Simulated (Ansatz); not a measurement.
## MgAl2C2 (P-3m1): G0W0 under other settings

A base run on MgAl2C2 (P-3m1), then changed inputs.

Calculated with Ansatz 0.2.0; G0W0 on r2SCAN, plane waves, PAW.

## 1. Set-up

Symmetry: P-3m1, No. 164, trigonal system. The conventional cell has a = 3.377 Å, b = 3.377 Å, c = 5.817 Å, α = 90.00°, β = 90.00°, γ = 120.00°. Mg has 6 C at 2.51 Å nearest. Nearest to Al lie 4 C at 2.00 to 2.20 Å. Nearest to C lie 4 Al at 2.00 to 2.20 Å and 3 Mg at 2.51 Å. Farther neighbours are not listed.

Structure file:

```cif
data_structure
_symmetry_space_group_name_H-M 'P-3m1'
_symmetry_Int_Tables_number 164
_cell_length_a 3.3770
_cell_length_b 3.3770
_cell_length_c 5.8170
_cell_angle_alpha 90.000
_cell_angle_beta 90.000
_cell_angle_gamma 120.000
_cell_volume 57.45
loop_
_atom_site_label
_atom_site_type_symbol
_atom_site_symmetry_multiplicity
_atom_site_Wyckoff_symbol
_atom_site_fract_x
_atom_site_fract_y
_atom_site_fract_z
_atom_site_occupancy
Mg1 Mg 1 a 0.00000 0.00000 0.00000 1
Al1 Al 2 d 0.33333 0.66667 0.35070 1
C1 C 2 d 0.33333 0.66667 0.72899 1
```

Geometry: measured cell, ions relaxed with r2SCAN. The runs that relaxed it are not among those shown. The default PAW set here is soft_2. Its files were made with PBE.

## 2. The base run: 6×6×2 mesh, 171 empty bands, screening to 120 eV

Now the one-shot GW correction: screening in the RPA, then the self-energy of the levels asked for.

The input, input.yaml:

```yaml
crystal:
  lattice:
    - [3.377, 0.0, 0.0]
    - [-1.6885, 2.9245677886, 0.0]
    - [0.0, 0.0, 5.817]
  atoms:
    - { symbol: Mg, position: [0.0, 0.0, 0.0] }
    - { symbol: Al, position: [0.3333333333, 0.6666666667, 0.3506950892] }
    - { symbol: Al, position: [0.6666666667, 0.3333333333, 0.6493049108] }
    - { symbol: C, position: [0.3333333333, 0.6666666667, 0.7289915423] }
    - { symbol: C, position: [0.6666666667, 0.3333333333, 0.2710084577] }
kpoints:
  mp_grid: { grid: [6, 6, 2] }
hamiltonian:
  xc: r2scan
scf:
  occupations: { method: fixed }
gw:
  n_empty_bands: 171
  ecut_chi: 120
  qp_bands: [v2, c2]
  qp_kpoints: band_edges
  screening: { model: contour_deformation }
```

On the command line:

```bash
$ ansatz run input.yaml --threads 2 --pin off --max-ram 92160MiB --backend cuda --events-out ev --progress --plain --runs-dir out --devices 1 --max-vram 13GiB  # rebuilt from the run's record
```

Numbers of over 12 decimals in the logs are rounded to 6 here.

Log:

```text
GPUs: using 1 of 1 available (devices: 1).
Engine: ansatz 0.2.0, x86_64-unknown-linux-gnu
Pseudopotentials: kind: paw
Pseudopotential: Mg, paw, valence charge 10, recommended cutoff 500 eV (meta_gga), Mg.paw.azcp
Pseudopotential: Al, paw, valence charge 3, recommended cutoff 500 eV (meta_gga), Al.paw.azcp
Pseudopotential: C, paw, valence charge 4, recommended cutoff 500 eV (meta_gga), C.paw.azcp
Functional definition: r2SCAN
  parameter k0 = 0.174
  parameter k1 = 0.065
  parameter a1 = 4.9479
  exchange = r2scan_x(k0 = k0, k1 = k1, a1 = a1)
  correlation = r2scan_c
device memory: the entry about to start is reckoned to put 0.7 GiB on a device that reports 45.5 GiB free (of which the cap on the GPU budget leaves the run 13.0 GiB)
GPU FFT provider: cuFFT
GPU libraries: cuBLAS 13.8.2, cuFFT 12.4.0, cuSOLVER 12.3.4
Crystal: 5 atoms, lattice volume = 57.450 Å³
Basis set: ecut = 500 eV, 1485 PW (Γ), exchange–correlation on 100×100×180 points (64 copies of the dense FFT grid, shifted against one another)
Bands: 17, of which v1, the nominal top of the filled ones, is band 12 counted from 1 (11 counted from 0)
Symmetry: 12 space group operations
Space group: P-3m1 (ITA 164), of the structure as read, at distance tolerance 3.9e-5 Å
k-points: 14 of 72
Non-local potential: Mg, projectors of the file, l = 0: 3, l = 1: 2, l = 2: 1
Non-local potential: Al, projectors of the file, l = 0: 2, l = 1: 2, l = 2: 1
Non-local potential: C, projectors of the file, l = 0: 2, l = 1: 2, l = 2: 1
PAW form: soft (Blöchl's): semilocal exchange-correlation on the pseudo side does not see the compensation charge
PAW frozen core: Mg, regenerated for the run's functional (the file was generated under x = pbe(κ = 0.804, μ = 0.219515), c = pbe(β = 0.066725))
PAW frozen core: Al, regenerated for the run's functional (the file was generated under x = pbe(κ = 0.804, μ = 0.219515), c = pbe(β = 0.066725))
PAW frozen core: C, regenerated for the run's functional (the file was generated under x = pbe(κ = 0.804, μ = 0.219515), c = pbe(β = 0.066725))
PAW one-centre angular grid: Mg, 302 points (default); XC on 224 Gauss nodes
PAW one-centre angular grid: Al, 302 points (default); XC on 160 Gauss nodes
PAW one-centre angular grid: C, 302 points (default); XC on 239 of its mesh's 2573 points in the sphere
Initial density: superposition of atomic densities (neutral atoms: chi_scale 0, normalization atom), corrected by the library's trained network
Initial wavefunctions: pseudopotential atomic-orbital guess
GPU buffer pool allocated for 28125 grid points (all kernels)
GPU transforms: local potential and band sums: pruned to the plane-wave sphere, on 25×25×45
Functional: x = r2scan, c = r2scan; τ floored in thin density (d = 2e-4 eV/Å³)
[...]
E_vpaw       = -63.163728  (= ΣTr[D̂ρ^β])
  E_aug_tail   = 0.000005  (compensation charges beyond the density's cutoff)
  E_vtau       = 12.046337  (kinetic-family band-sum trace: ∫τ·v_τ [+ j·A + Jᵃ·Aᵃ] dr)
  E_ewald      = -1183.281656
  E_core_change = -0.195972  (= ΣΔE_core)
  E_smearing   = -0.000000  (= −TS)
  E_closure    = 0.000000  (closes the sum)
  Σ components = -3511.510941   (vs F -3511.510941, Δ=0.00e0)
--- Band table (eV; the first three rows and the last of 14) ---
  k-point 0: bands = [... 8 lower, 7.3694, 8.2499, 8.2924, 8.2924, 12.2745, 13.6476, 15.7770, 15.7770, ... 1 higher]
  k-point 1: bands = [... 8 lower, 7.5429, 7.5429, 8.0809, 8.0809, 13.4735, 14.5017, 15.6743, 15.6743, ... 1 higher]
  k-point 2: bands = [... 8 lower, 6.8188, 6.8558, 8.0970, 8.4677, 13.1056, 13.5169, 14.9580, 16.2319, ... 1 higher]
  k-point 13: bands = [... 8 lower, 3.1659, 4.3373, 7.3320, 7.3320, 12.4469, 12.4469, 13.2912, 15.4633, ... 1 higher]
--- G₀W₀: contour deformation, 7 samples at zero and on the imaginary axis and 1 off it, 72 q-points, 171 empty bands' worth ---
  eigenvalues of the whole cell's RPA ε∞ on this k-mesh (on a slab, of 1 + 4πα/V) = 6.5168, 6.5168, 6.8306; static W/v taken at q = 0 is 0.149671
  bands read: the sum over 183 bands ends inside a degenerate multiplet in 1 slot, whose members it reads at an even weight; the widest, k=13: bands 183 to 184 (counted from 1) at 1/2 each
  gw.qp_kpoints: band_edges: 12 of 14 stored k-points solved, in 1 pass; an edge of the gap read off the rows below is read off those points alone
    valence top: of the k-points left out ik 9 came nearest to being solved in a further pass, in band 12 (counted from 1, as in the quasiparticle table): it holds the edge there only if its correction is more favourable than any solved in that band by at least 1.376 eV; those differ by 0.145 eV
    conduction bottom: of the k-points left out ik 10 came nearest to being solved in a further pass, in band 13 (counted from 1, as in the quasiparticle table): it holds the edge there only if its correction is more favourable than any solved in that band by at least 1.327 eV; those differ by 0.263 eV
    ik  band        ε_KS         Σx   Σc(E_QP)       V_xc       Z   E_QP_lin       E_QP  E_QP is
     0    11      8.2924   -17.4267     2.0386   -15.0233  0.7778     7.9264     7.9276  root
     0    12      8.2924   -17.4267     2.0386   -15.0233  0.7778     7.9264     7.9276  root
     0    13     12.2745    -9.0690    -4.2405   -13.5799  0.7893    12.5455    12.5449  root
     0    14     13.6476    -8.1988    -4.4194   -12.8647  0.7897    13.8948    13.8941  root
     1    11      8.0809   -17.3393     2.1114   -14.8418  0.7769     7.6934     7.6949  root
     1    12      8.0809   -17.3393     2.1114   -14.8418  0.7769     7.6934     7.6949  root
     1    13     13.4735    -8.1584    -4.4812   -12.8675  0.7885    13.7019    13.7014  root
     1    14     14.5017    -8.1832    -4.6368   -13.0772  0.7891    14.7597    14.7590  root
[...]
13    11      7.3320   -16.6833     2.0844   -14.1856  0.7731     6.9169     6.9187  root
    13    12      7.3320   -16.6833     2.0844   -14.1856  0.7731     6.9169     6.9187  root
    13    13     12.4469    -6.6874    -4.1490   -10.9726  0.8014    12.5832    12.5830  root
    13    14     12.4469    -6.6874    -4.1490   -10.9726  0.8014    12.5832    12.5830  root
[key lines of the parts left out:]
SCF converged after 7 iterations
Free energy (F): -3511.510941 eV
Fermi energy:    8.467720 eV
```

Wall time 15 s (1 × NVIDIA H100 80GB HBM3 (shared by 6 runs) with 2 threads of AMD EPYC 7R13 (Zen 3), shared host); peak memory 1.2 GiB; 19 s of CPU time.

Reading the cycles: dr2 is the Hartree energy of the density residual (eV), the measure of convergence; HF is the Harris–Foulkes estimate of the energy, which meets the free energy F at convergence.

This step gave:

```yaml
bands_summed: 183
rpa_eps_infinity_on_this_mesh_eigenvalues: 6.517, 6.517, 6.831
plane_waves_in_the_screening_matrix: 149
q_points_in_the_mesh: 72
g0w0_gap_on_the_mesh: 2.741 eV
k_of_the_valence_top: 0, 0.1667, 0
k_of_the_conduction_bottom: 0, -0.5, -0.5
starting_gap_on_the_mesh: 2.276 eV
z_at_the_valence_top: 0.7790
z_at_the_conduction_bottom: 0.8070
least_direct_g0w0_gap_on_the_computed_points: 4.004 eV
```

The gap on the mesh goes from 2.28 eV to 2.74 eV, a correction of +0.46 eV. Between the two edge states, bare exchange in place of the xc potential would open the gap by 5.92 eV, and correlation takes back 5.45 eV.

## 3. Variant: wider window of levels

input.yaml, as its differences from that of step 2:

```diff
@@ -18,6 +18,6 @@
 gw:
-  n_empty_bands: 171
-  ecut_chi: 120
-  qp_bands: [v2, c2]
-  qp_kpoints: band_edges
+  n_empty_bands: 130
+  ecut_chi: 100
+  qp_bands: [v6, c6]
+  qp_kpoints: [[0, 0, 0]]
   screening: { model: contour_deformation }
```

Log:

```text
GPUs: using 1 of 1 available (devices: 1).
[...]
GPU FFT provider: cuFFT
GPU libraries: cuBLAS 13.8.2, cuFFT 12.4.0, cuSOLVER 12.3.4
Crystal: 5 atoms, lattice volume = 57.450 Å³
Basis set: ecut = 500 eV, 1485 PW (Γ), exchange–correlation on 100×100×180 points (64 copies of the dense FFT grid, shifted against one another)
Bands: 17, of which v1, the nominal top of the filled ones, is band 12 counted from 1 (11 counted from 0)
[... 1 set-up line as in the run before ...]
[...]
k-points: 14 of 72
[...]
GPU buffer pool allocated for 28125 grid points (all kernels)
[...]
SCF iter   1: F=—  HF=-3511.374502 eV  |F-HF|=—  |Δ(HF+E_count)|=         —  Δρ=6.82e-3  dr2=1.71e-2  dr2_τ=2.75e-1  ethr=1.77e-3  ⟨swp⟩=4.0  Hψ=1106  notcnv=0  defer=38
[...]
SCF iter   7: F=-3511.510941 eV  HF=-3511.510941 eV  |F-HF|=7.78e-9  |Δ(HF+E_count)|=   4.15e-7  Δρ=8.86e-6  dr2=5.87e-8  dr2_τ=3.23e-9  ethr=4.17e-10  ⟨swp⟩=7.8  Hψ=1027  notcnv=0
SCF 1 converged in 7 iterations: F = -3511.510941 eV  dr2 = 5.87e-8
[...]
NSCF: frozen V_eff on 14 k-points, pencils in batches of 32, up to order 68
[...]
NSCF: frozen V_eff on 14 k-points
G₀W₀ screening: q 1/14
[... further progress lines ...]
SCF converged after 7 iterations
Free energy (F): -3511.510941 eV
[...]
Internal energy: -3511.510941 eV  (E = F + TS)
E sigma→0 (E₀):  -3511.510941 eV
Fermi energy:    8.467720 eV
[...]
--- Band table (eV; the first three rows and the last of 14) ---
  k-point 0: bands = [... 8 lower, 7.3694, 8.2499, 8.2924, 8.2924, 12.2745, 13.6476, 15.7770, 15.7770, ... 1 higher]
  k-point 1: bands = [... 8 lower, 7.5429, 7.5429, 8.0809, 8.0809, 13.4735, 14.5017, 15.6743, 15.6743, ... 1 higher]
  k-point 2: bands = [... 8 lower, 6.8188, 6.8558, 8.0970, 8.4677, 13.1056, 13.5169, 14.9580, 16.2319, ... 1 higher]
  k-point 13: bands = [... 8 lower, 3.1659, 4.3373, 7.3320, 7.3320, 12.4469, 12.4469, 13.2912, 15.4633, ... 1 higher]
[...]
0     7      1.8628   -16.7141     4.1436   -12.1178  0.7062     1.4081     1.4102  root
     0     8      7.3694   -17.5632     2.4098   -14.8352  0.7740     7.0502     7.0512  root
     0     9      7.3694   -17.5632     2.4098   -14.8352  0.7740     7.0502     7.0512  root
     0    10      8.2499   -16.4260     1.8405   -14.2873  0.7794     7.9510     7.9518  root
     0    11      8.2924   -17.4267     2.1404   -15.0233  0.7788     8.0288     8.0294  root
     0    12      8.2924   -17.4267     2.1404   -15.0233  0.7788     8.0288     8.0294  root
     0    13     12.2745    -9.0690    -4.1617   -13.5799  0.7902    12.6249    12.6237  root
     0    14     13.6476    -8.1988    -4.3539   -12.8647  0.7902    13.9606    13.9596  root
     0    15     15.7770    -6.2657    -4.6738   -11.1656  0.7914    16.0033    16.0031  root
     0    16     15.7770    -6.2657    -4.6738   -11.1656  0.7914    16.0033    16.0031  root
     0    17     15.9538    -5.2302    -4.6265    -9.9356  0.7957    16.0328    16.0327  root
     0    18     17.1000    -6.3925    -4.8972   -11.6018  0.7829    17.4133    17.4120  root
```

Run time: 4.7 s. Hardware: 1 × NVIDIA H100 80GB HBM3 (shared by 6 runs) with 2 threads; peak memory 1.2 GiB; 5.9 s of CPU time.

Absolute levels on the run's own zero. QP, by row:

| k index | band | KS (eV) | Sigma_x (eV) | Sigma_c (eV) | Vxc (eV) | Z | QP linearised (eV) | QP (eV) | source | doubts |
| --- | --- | --- | --- | --- | --- | --- | --- | --- | --- | --- |
| 0 | 7 | 1.863 | -16.71 | 4.144 | -12.12 | 0.7062 | 1.408 | 1.41 | root |  |
| 0 | 8 | 7.369 | -17.56 | 2.41 | -14.84 | 0.774 | 7.05 | 7.051 | root |  |
| 0 | 9 | 7.369 | -17.56 | 2.41 | -14.84 | 0.774 | 7.05 | 7.051 | root |  |
| 0 | 10 | 8.25 | -16.43 | 1.841 | -14.29 | 0.7794 | 7.951 | 7.952 | root |  |
| 0 | 11 | 8.292 | -17.43 | 2.14 | -15.02 | 0.7788 | 8.029 | 8.029 | root |  |
| 0 | 12 | 8.292 | -17.43 | 2.14 | -15.02 | 0.7788 | 8.029 | 8.029 | root |  |
| 0 | 13 | 12.27 | -9.069 | -4.162 | -13.58 | 0.7902 | 12.62 | 12.62 | root |  |
| 0 | 14 | 13.65 | -8.199 | -4.354 | -12.86 | 0.7902 | 13.96 | 13.96 | root |  |
| 0 | 15 | 15.78 | -6.266 | -4.674 | -11.17 | 0.7914 | 16 | 16 | root |  |
| 0 | 16 | 15.78 | -6.266 | -4.674 | -11.17 | 0.7914 | 16 | 16 | root |  |
| 0 | 17 | 15.95 | -5.23 | -4.627 | -9.936 | 0.7957 | 16.03 | 16.03 | root |  |
| 0 | 18 | 17.1 | -6.393 | -4.897 | -11.6 | 0.7829 | 17.41 | 17.41 | root |  |

Against the base:

| setting | base | variant |
| --- | --- | --- |
| empty bands | 171 | 130 |
| screening cutoff (eV) | 120 | 100 |
| levels asked | v2 to c2 | v6 to c6 |
| points asked | band edges | [[0, 0, 0]] |

## 4. Summary of results

| Property | Result |
| --- | --- |
| base | 2.74 eV, 15 s |
| wider window of levels | direct gap at the listed points 4.59 eV, 4.7 s |

Wider window of levels: only the listed points were computed; the least direct gap there is 4.59 eV, with empty bands, screening cutoff, levels asked and points asked changed against the base. All runs here use a coarse mesh and modest cutoffs; they test settings and are not final values. The 6×6×2 mesh is coarse for this cell (its supercell is 12 Å along the shortest edge). The RPA ε∞ on it, from the r2SCAN start, is 6.52 and 6.83; such meshes misread the long-range screening, most where the gap is narrow.

[Paths, hosts, dates, memory and timing lines, banners, echoed tables and standing remarks are left out of the program output.]

[Logs are printed without paths, hosts, clocks, repeated set-up lines and the standing remarks that a program may print on its own settings, such as how far it seeks lower states.]

[Runs of the session that timed out or met a known fault of the program may be left out.]

[Cells called generated may have been cut or substituted from an entry of the Crystallography Open Database or the Materials Project.]

[Hosts, paths, dates, database ids (printed as entryN), source tags and the programs' standing remarks are cut or masked in the printed files.]
